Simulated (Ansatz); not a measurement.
## Lattice dynamics of HfSi (model cell, started as layered BN type)

Aim: the vibrations of HfSi (model cell, started as layered BN type), their spectra, and whether the structure is stable.

Program: Ansatz 0.2.0. Level of theory: DFT PBEsol, scalar-relativistic, plane waves, norm-conserving pseudopotentials. Results are calculated unless marked as measured.

The structure was built from a prototype and need not be the compound's stable phase.

## (1) Set-up

The structure is hexagonal, space group P6_3/mmc (No. 194). Conventional cell: a = 4.239 Å, b = 4.239 Å, c = 6.118 Å, α = 90.00°, β = 90.00°, γ = 120.00°. Hf has 3 Si at 2.45 Å nearest. Nearest to Si lie 3 Hf at 2.45 Å. Farther neighbours are not listed.

## (2) Bringing the structure to rest

The cell and atoms are relaxed, since residual forces and stress would shift the frequencies.

The input, input.yaml:

```yaml
crystal:
  lattice:
    - [4.23867, 0.0, 0.0]
    - [-2.11934, 3.6708, 0.0]
    - [0.0, 0.0, 6.118]
  atoms:
    - { symbol: Hf, position: [0.333333, 0.666667, 0.25] }
    - { symbol: Hf, position: [0.666667, 0.333333, 0.75] }
    - { symbol: Si, position: [0.666667, 0.333333, 0.25] }
    - { symbol: Si, position: [0.333333, 0.666667, 0.75] }
kpoints:
  mp_grid: { grid: [12, 12, 6] }
hamiltonian:
  xc: pbesol
  pseudopotentials: { kind: nc }
scf:
  occupations: { method: gaussian, width: 0.1 }
output:
  forces: true
  stress: true
  eigenvalues: true
relax:
  adjacent_minimum: "off"
  f_tol: 0.005
  max_steps: 80
  cell: { stress_tol: 0.05 }
```

On the command line:

```sh
$ ansatz run input.yaml --threads 4 --pin off --max-ram 7168MiB --backend cpu --events-out ev --progress --plain --runs-dir out
```

Numbers of over 12 decimals in the logs are rounded to 6 here.

Output:

```text
Warning: the atoms were moved onto the symmetric positions of the space group found under crystal.symmetry.tolerance 1.0e-5 (fractional; no operation is sought that the atoms, as they stand in a round, miss by more than twice it, and no atom is moved by as much as it), and the run uses the moved positions. Before a round's move an operation carried an atom to 4.24e-6 Å from where it should land, the largest such dist [...]
Engine: ansatz 0.2.0, aarch64-unknown-linux-gnu
Pseudopotentials: kind: nc
Pseudopotential: Hf, nc, valence charge 12, recommended cutoff 789.130201 eV (normal), Hf.nc.azcp (PseudoDojo's, or run here from an input of PseudoDojo's: the run reads no file of this project's for it)
Pseudopotential: Si, nc, valence charge 4, recommended cutoff 489.804952 eV (normal), Si.nc.azcp (PseudoDojo's, or run here from an input of PseudoDojo's: the run reads no file of this project's for it)
Functional definition: PBEsol
  exchange = pbesol_x
  correlation = pbesol_c
Crystal: 4 atoms, lattice volume = 95.192 Å³
Basis set: ecut = 789.130201 eV, 4781 PW (Γ), exchange–correlation on 80×80×120 points (8 copies of the dense FFT grid, shifted against one another)
Bands: 20, of which v1, the nominal top of the filled ones, is band 16 counted from 1 (15 counted from 0)
Symmetry: 24 space group operations
Space group: P63/mmc (ITA 194), of the structure as read, at distance tolerance 4.6e-5 Å
k-points: 76 of 864
Non-local potential: Hf, projectors of the file, l = 0: 2, l = 1: 2, l = 2: 2, l = 3: 2
Non-local potential: Si, projectors of the file, l = 0: 2, l = 1: 2, l = 2: 2
Initial density: superposition of atomic densities (chi_scale 0.1, normalization cell, long waves kept (reshape's long-wave potential 0.00 eV rms))
Initial wavefunctions: pseudopotential atomic-orbital guess
Functional: x = pbesol(κ = 0.804, μ = 0.123457), c = pbesol(β = 0.046)
SCF iter   1: F=—  HF=-3297.775509 eV  |F-HF|=—  |Δ(HF+E_count)|=         —  Δρ=4.34e-2  dr2=2.63e0  ethr=3.10e-3  ⟨swp⟩=6.7  Hψ=8300  notcnv=0
preconditioner: auto → Kerker (q_TF=auto, 2.275 Å⁻¹)  [metal: Δε(μ)=0.067 eV  Ē_g=5.074 eV  σ=0.100 eV  W_gap=0.35  n_scr=22 (ndim 8)  ℏωp=15.2 eV  f_vac=0.000  D(μ)=0.57/eV (n_scr^D=2)]
SCF iter   2: F=—  HF=-3297.229989 eV  |F-HF|=—  |Δ(HF+E_count)|=   5.46e-1  Δρ=2.39e-2  dr2=7.51e-1  ethr=3.10e-3  ⟨swp⟩=3.2  Hψ=3064  notcnv=0  defer=2
SCF iter   3: F=—  HF=-3297.047063 eV  |F-HF|=—  |Δ(HF+E_count)|=   1.83e-1  Δρ=3.43e-3  dr2=1.72e-2  ethr=2.35e-3  ⟨swp⟩=3.0  Hψ=2735  notcnv=0  defer=2
SCF iter   4: F=—  HF=-3297.046009 eV  |F-HF|=—  |Δ(HF+E_count)|=   1.05e-3  Δρ=9.42e-4  dr2=1.84e-3  ethr=5.38e-5  ⟨swp⟩=3.1  Hψ=3363  notcnv=0  defer=2
SCF iter   5: F=—  HF=-3297.045866 eV  |F-HF|=—  |Δ(HF+E_count)|=   1.43e-4  Δρ=3.92e-4  dr2=2.07e-4  ethr=5.76e-6  ⟨swp⟩=2.0  Hψ=2158  notcnv=0  defer=2
SCF iter   6: F=—  HF=-3297.045845 eV  |F-HF|=—  |Δ(HF+E_count)|=   2.06e-5  Δρ=6.61e-5  dr2=4.40e-6  ethr=6.47e-7  ⟨swp⟩=2.2  Hψ=2161  notcnv=0  defer=2
SCF iter   7: F=—  HF=-3297.045874 eV  |F-HF|=—  |Δ(HF+E_count)|=   2.89e-5  Δρ=9.99e-6  dr2=1.03e-7  ethr=1.37e-8  ⟨swp⟩=2.7  Hψ=3055  notcnv=0  defer=2
SCF iter   8: F=-3297.045874 eV  HF=-3297.045874 eV  |F-HF|=2.77e-9  |Δ(HF+E_count)|=   3.04e-8  Δρ=2.03e-6  dr2=4.88e-9  ethr=3.13e-10  ⟨swp⟩=9.2  Hψ=9046  notcnv=0
SCF 1 converged in 8 iterations: F = -3297.045874 eV  dr2 = 4.88e-9
relax step   1: F+E_penalty+E_count = -3297.04587435 eV  Δ(F+E_penalty+E_count) = +0.000e0 eV  max|allowed force component| = 3.137e-16 eV/Å  Δτ_max = 0.0000 Å  P = +4.122 GPa  Ω = 95.192 Å³  (8 SCF iters, dr2 threshold 1.00e-7 eV, accepted)
Crystal: 4 atoms, lattice volume = 95.306 Å³
Basis set: ecut = 789.130201 eV, 4779 PW (Γ), exchange–correlation on 80×80×120 points (8 copies of the dense FFT grid, shifted against one another)
Initial density: handed on by an earlier stage of this run
Initial wavefunctions: those handed on with the density
iter 1 solved again at ethr=3.48e-4 eV; its pass at ethr=3.10e-3 eV (dr2=1.11e-1 eV) is discarded
SCF iter   1: F=—  HF=-3298.201575 eV  |F-HF|=—  |Δ(HF+E_count)|=         —  Δρ=9.04e-3  dr2=1.15e-1  ethr=3.48e-4  ⟨swp⟩=2.0  Hψ=12274  notcnv=0
preconditioner: auto → Kerker (q_TF=auto, 2.275 Å⁻¹)  [metal: Δε(μ)=0.038 eV  Ē_g=4.806 eV  σ=0.100 eV  W_gap=0.21  n_scr=22 (ndim 8)  ℏωp=15.2 eV  f_vac=0.000  D(μ)=0.81/eV (n_scr^D=2)]
SCF iter   2: F=—  HF=-3298.172239 eV  |F-HF|=—  |Δ(HF+E_count)|=   2.93e-2  Δρ=5.29e-3  dr2=4.25e-2  ethr=3.48e-4  ⟨swp⟩=1.5  Hψ=1580  notcnv=0
SCF iter   3: F=—  HF=-3298.156060 eV  |F-HF|=—  |Δ(HF+E_count)|=   1.62e-2  Δρ=7.82e-4  dr2=6.26e-4  ethr=1.33e-4  ⟨swp⟩=2.1  Hψ=2202  notcnv=0
SCF iter   4: F=—  HF=-3298.156047 eV  |F-HF|=—  |Δ(HF+E_count)|=   1.34e-5  Δρ=2.05e-4  dr2=9.10e-5  ethr=1.96e-6  ⟨swp⟩=2.8  Hψ=2973  notcnv=0
SCF iter   5: F=—  HF=-3298.156051 eV  |F-HF|=—  |Δ(HF+E_count)|=   4.03e-6  Δρ=6.21e-5  dr2=4.25e-6  ethr=2.84e-7  ⟨swp⟩=2.0  Hψ=2119  notcnv=0
SCF iter   6: F=-3298.156053 eV  HF=-3298.156053 eV  |F-HF|=8.55e-9  |Δ(HF+E_count)|=   1.46e-6  Δρ=1.78e-5  dr2=2.36e-7  ethr=1.25e-9  ⟨swp⟩=9.8  Hψ=9298  notcnv=0
SCF 2 converged in 6 iterations: F = -3298.156053 eV  dr2 = 2.36e-7
relax step   2: F+E_penalty+E_count = -3298.15605252 eV  Δ(F+E_penalty+E_count) = -1.110e0 eV  max|allowed force component| = 1.874e-16 eV/Å  Δτ_max = 0.0000 Å  P = -0.121 GPa  Ω = 95.306 Å³  energy of the carried Pulay correction = -9.069e-6 eV  (6 SCF iters, dr2 threshold 4.00e-7 eV, accepted)
Crystal: 4 atoms, lattice volume = 92.929 Å³
Basis set: ecut = 789.130201 eV, 4675 PW (Γ), exchange–correlation on 80×80×120 points (8 copies of the dense FFT grid, shifted against one another)
iter 1 solved again at ethr=3.14e-4 eV; its pass at ethr=3.10e-3 eV (dr2=1.00e-1 eV) is discarded
SCF iter   1: F=—  HF=-3298.906296 eV  |F-HF|=—  |Δ(HF+E_count)|=         —  Δρ=8.76e-3  dr2=1.04e-1  ethr=3.14e-4  ⟨swp⟩=1.6  Hψ=11869  notcnv=0
preconditioner: auto → Kerker (q_TF=auto, 2.284 Å⁻¹)  [metal: Δε(μ)=0.075 eV  Ē_g=4.970 eV  σ=0.100 eV  W_gap=0.40  n_scr=22 (ndim 8)  ℏωp=15.4 eV  f_vac=0.000  D(μ)=0.63/eV (n_scr^D=0)]
SCF iter   2: F=—  HF=-3298.879462 eV  |F-HF|=—  |Δ(HF+E_count)|=   2.68e-2  Δρ=5.19e-3  dr2=3.95e-2  ethr=3.14e-4  ⟨swp⟩=1.3  Hψ=1558  notcnv=0
SCF iter   3: F=—  HF=-3298.864623 eV  |F-HF|=—  |Δ(HF+E_count)|=   1.48e-2  Δρ=8.76e-4  dr2=8.33e-4  ethr=1.23e-4  ⟨swp⟩=2.3  Hψ=2389  notcnv=0
SCF iter   4: F=—  HF=-3298.864552 eV  |F-HF|=—  |Δ(HF+E_count)|=   7.14e-5  Δρ=3.92e-4  dr2=2.49e-4  ethr=2.60e-6  ⟨swp⟩=3.0  Hψ=3020  notcnv=0
SCF iter   5: F=—  HF=-3298.864498 eV  |F-HF|=—  |Δ(HF+E_count)|=   5.40e-5  Δρ=6.43e-5  dr2=7.25e-6  ethr=7.77e-7  ⟨swp⟩=2.2  Hψ=2327  notcnv=0
SCF iter   6: F=-3298.864500 eV  HF=-3298.864500 eV  |F-HF|=1.49e-7  |Δ(HF+E_count)|=   2.32e-6  Δρ=1.62e-5  dr2=3.56e-7  ethr=1.25e-9  ⟨swp⟩=7.5  Hψ=10233  notcnv=0
SCF 3 converged in 6 iterations: F = -3298.864500 eV  dr2 = 3.56e-7
relax step   3: F+E_penalty+E_count = -3298.86450042 eV  Δ(F+E_penalty+E_count) = -7.084e-1 eV  max|allowed force component| = 3.244e-16 eV/Å  Δτ_max = 0.0000 Å  P = -0.033 GPa  Ω = 92.929 Å³  energy of the carried Pulay correction = +9.776e-5 eV  (6 SCF iters, dr2 threshold 4.00e-7 eV, accepted)
[...]
relax step   4: F+E_penalty+E_count = -3299.26800000 eV  Δ(F+E_penalty+E_count) = -4.035e-1 eV  max|allowed force component| = 1.492e-16 eV/Å  Δτ_max = 0.0000 Å  P = -0.706 GPa  Ω = 93.537 Å³  energy of the carried Pulay correction = +6.523e-5 eV  (7 SCF iters, dr2 threshold 4.00e-7 eV, accepted)
[...]
relax step   5: F+E_penalty+E_count = -3299.26988976 eV  Δ(F+E_penalty+E_count) = -1.890e-3 eV  max|allowed force component| = 1.394e-16 eV/Å  Δτ_max = 0.0000 Å  P = +0.010 GPa  Ω = 92.876 Å³  energy of the carried Pulay correction = +9.604e-5 eV  (5 SCF iters, dr2 threshold 4.00e-7 eV, accepted)
[...]
relax step   6: F+E_penalty+E_count = -3299.27213309 eV  Δ(F+E_penalty+E_count) = -2.243e-3 eV  max|allowed force component| = 2.226e-16 eV/Å  Δτ_max = 0.0000 Å  P = +0.073 GPa  Ω = 92.876 Å³  stress off target by 1.11e-1 GPa  SCF on the basis re-selected at this cell (its energy is not comparable with the rows above)  (6 SCF iters)
[...]
relax step   7: F+E_penalty+E_count = -3299.27215890 eV  Δ(F+E_penalty+E_count) = -2.581e-5 eV  max|allowed force component| = 1.764e-16 eV/Å  Δτ_max = 0.0000 Å  P = +0.001 GPa  Ω = 92.958 Å³  energy of the carried Pulay correction = -3.805e-6 eV  (4 SCF iters, dr2 threshold 3.07e-8 eV, accepted)
iter 1 solved again at ethr=1.54e-7 eV; its pass at ethr=3.10e-3 eV (dr2=4.94e-5 eV) is discarded
SCF iter   1: F=—  HF=-3299.272169 eV  |F-HF|=—  |Δ(HF+E_count)|=         —  Δρ=1.82e-6  dr2=4.63e-9  ethr=1.54e-7  ⟨swp⟩=5.0  Hψ=14752  notcnv=0
eigensolver tolerance schedule: the retry pair's looser diagonalisation over-reported the residual by 10671.92 of it (diagonalisation noise at 1.13 of the residual, at the tolerance the schedule requests for it); recorded, not acted on — ethr = c·dr2/N_el stays at c = 1.0e-1
preconditioner: auto → Kerker (q_TF=auto, 2.284 Å⁻¹)  [metal: Δε(μ)=0.022 eV  Ē_g=5.063 eV  σ=0.100 eV  W_gap=0.12  n_scr=20 (ndim 8)  ℏωp=15.4 eV  f_vac=0.000  D(μ)=0.68/eV (n_scr^D=0)]
SCF iter   2: F=—  HF=-3299.272163 eV  |F-HF|=—  |Δ(HF+E_count)|=   6.51e-6  Δρ=1.10e-6  dr2=1.29e-9  ethr=1.45e-11  ⟨swp⟩=4.2  Hψ=4474  notcnv=0
SCF iter   3: F=—  HF=-3299.272163 eV  |F-HF|=—  |Δ(HF+E_count)|=  2.55e-10  Δρ=3.57e-7  dr2=2.01e-10  ethr=4.03e-12  ⟨swp⟩=2.5  Hψ=2100  notcnv=0
SCF iter   4: F=—  HF=-3299.272163 eV  |F-HF|=—  |Δ(HF+E_count)|=  7.78e-11  Δρ=1.50e-7  dr2=4.22e-11  ethr=1.00e-12  ⟨swp⟩=2.2  Hψ=2008  notcnv=0
SCF iter   5: F=-3299.272163 eV  HF=-3299.272163 eV  |F-HF|=9.09e-13  |Δ(HF+E_count)|=  4.55e-13  Δρ=4.07e-8  dr2=2.21e-12  ethr=1.00e-12  ⟨swp⟩=7.2  Hψ=7492  notcnv=0
SCF 8 converged in 5 iterations: F = -3299.272163 eV  dr2 = 2.21e-12
relax step   8: F+E_penalty+E_count = -3299.27216268 eV  Δ(F+E_penalty+E_count) = -3.779e-6 eV  max|allowed force component| = 2.244e-16 eV/Å  Δτ_max = 0.0000 Å  P = +0.001 GPa  Ω = 92.958 Å³  stress off target by 3.29e-3 GPa  SCF on the basis re-selected at this cell (its energy is not comparable with the rows above)  (5 SCF iters)
basis re-selected at this cell: Δ(F+E_penalty+E_count) = -3.779e-6 eV, ΔP = +0.000 GPa vs the last step (what re-selecting the basis moved, of the pressure what is left beyond the Pulay correction that the steps carried, after the strain that the cell walked since its last selection, with what the two solves' SCF thresholds leave and, on support functions, any second-order correction that the steps lacked; it is no m [...]
SCF converged after 5 iterations
Free energy (F): -3299.272163 eV
Harris-Foulkes:  -3299.272163 eV  (|F-HF|=9.09e-13)
Internal energy: -3299.268788 eV  (E = F + TS)
E sigma→0 (E₀):  -3299.270475 eV
Entropy (-TS):   -0.003375 eV (-0.844 meV/atom)
Fermi energy:    8.672235 eV
--- Per-component energies (eV) ---
  E_band       = -384.313115
  E_kinetic    = 870.269630
  E_local      = -2080.078935  (includes V_loc(G=0)·N_el)
  E_nonlocal   = 177.579041
  E_hartree    = 615.536405
  E_xc         = -853.413941
  E_vxc        = -583.155700  (∫ρ·V_xc dr)
  E_ewald      = -2029.160988
  E_smearing   = -0.003375  (= −TS)
  E_closure    = -0.000000  (closes the sum)
  Σ components = -3299.272163   (vs F -3299.272163, Δ=0.00e0)
--- Forces (eV/Å), atoms counted from 1 ---
  atom   1  Hf    -0.00000000    -0.00000000     0.00000000
  atom   2  Hf     0.00000000     0.00000000     0.00000000
  atom   3  Si    -0.00000000     0.00000000     0.00000000
  atom   4  Si     0.00000000    -0.00000000     0.00000000
  max |Σ_I F_I| component: 3.24e-17 eV/Å
--- Stress (GPa, compression-positive) ---
       -0.000165       0.000000       0.000000
        0.000000      -0.000165       0.000000
        0.000000       0.000000       0.003293
  P = ⅓ Tr σ = 0.0010 GPa (0.010 kbar)
--- Band table (eV; the first three rows and the last of 76) ---
  k-point 0: bands = [... 12 lower, 6.9596, 7.2654, 7.2654, 9.0386, 9.0386, 9.9650, 11.5217, 11.6906]
  k-point 1: bands = [... 12 lower, 6.8817, 7.0670, 7.0670, 9.1756, 9.4786, 9.4786, 11.6083, 12.0618]
  k-point 2: bands = [... 12 lower, 6.7378, 6.7931, 6.7931, 7.7192, 10.4384, 10.4384, 11.9405, 12.2715]
  k-point 75: bands = [... 12 lower, 6.6970, 6.6970, 7.8095, 7.8095, 9.5202, 9.5202, 11.9015, 11.9015]
--- Relaxed structure (6 steps of the walk, 6 accepted, 2 SCFs on fresh bases) ---
  F+E_penalty+E_count = -3299.27216268 eV   max|allowed force component| = 2.244e-16 eV/Å   (the final SCF, on the basis selected at the relaxed cell)
  cell:  # Å, volume = 92.9576 Å³
    - [4.545665, 3.095828605786396e-6, 0.0]
    - [-2.272835, 3.936659, 0.0]
    - [0.0, 0.0, 5.194687]
  atoms:
    - { symbol: Hf, position: [0.333333, 0.666667, 0.250000] }
    - { symbol: Hf, position: [0.666667, 0.333333, 0.750000] }
    - { symbol: Si, position: [0.666667, 0.333333, 0.250000] }
    - { symbol: Si, position: [0.333333, 0.666667, 0.750000] }
```

The job ended after 42 s (4 threads of Arm Neoverse V1, shared host; peak memory 0.65 GiB).

Step by step:

```tsv
step	energy less that of the first step (eV)	largest force component (eV/Å)	pressure (GPa)	volume (Å³)
1	0.0000	0.0000	4.12	95.19
2	-1.1102	0.0000	-0.12	95.31
3	-1.8186	0.0000	-0.03	92.93
4	-2.2221	0.0000	-0.71	93.54
5	-2.2240	0.0000	0.01	92.88
6*	-2.2263	0.0000	0.07	92.88
7	-2.2263	0.0000	0.00	92.96
8*	-2.2263	0.0000	0.00	92.96
```

Relaxation steps marked * repeat the geometry before them on a plane-wave basis chosen anew for their cell, so energy and pressure can jump there.

Forces are held to the 24 operations that the run works with; a distortion that breaks them can't arise in this run.

```tsv
cell as run	before	after	change
a (Å)	4.239	4.546	+7.2 %
b (Å)	4.239	4.546	+7.2 %
c (Å)	6.118	5.195	-15.1 %
volume (Å³/atom)	23.80	23.24	-2.3 %
```

This step gave:

```yaml
pressure: 9.88e-4 GPa
volume_per_atom: 23.24 Å³
gap_on_the_k_mesh: 0 eV
```

In this step the volume went from 23.80 to 23.24 Å³/atom.

(Continued in part 2 of 3.)

[Logs are printed without paths, hosts, clocks, repeated set-up lines and the standing remarks that a program may print on its own settings, such as how far it seeks lower states.]

[Hosts, paths, dates, database ids (printed as entryN), source tags and the programs' standing remarks are cut or masked in the printed files.]
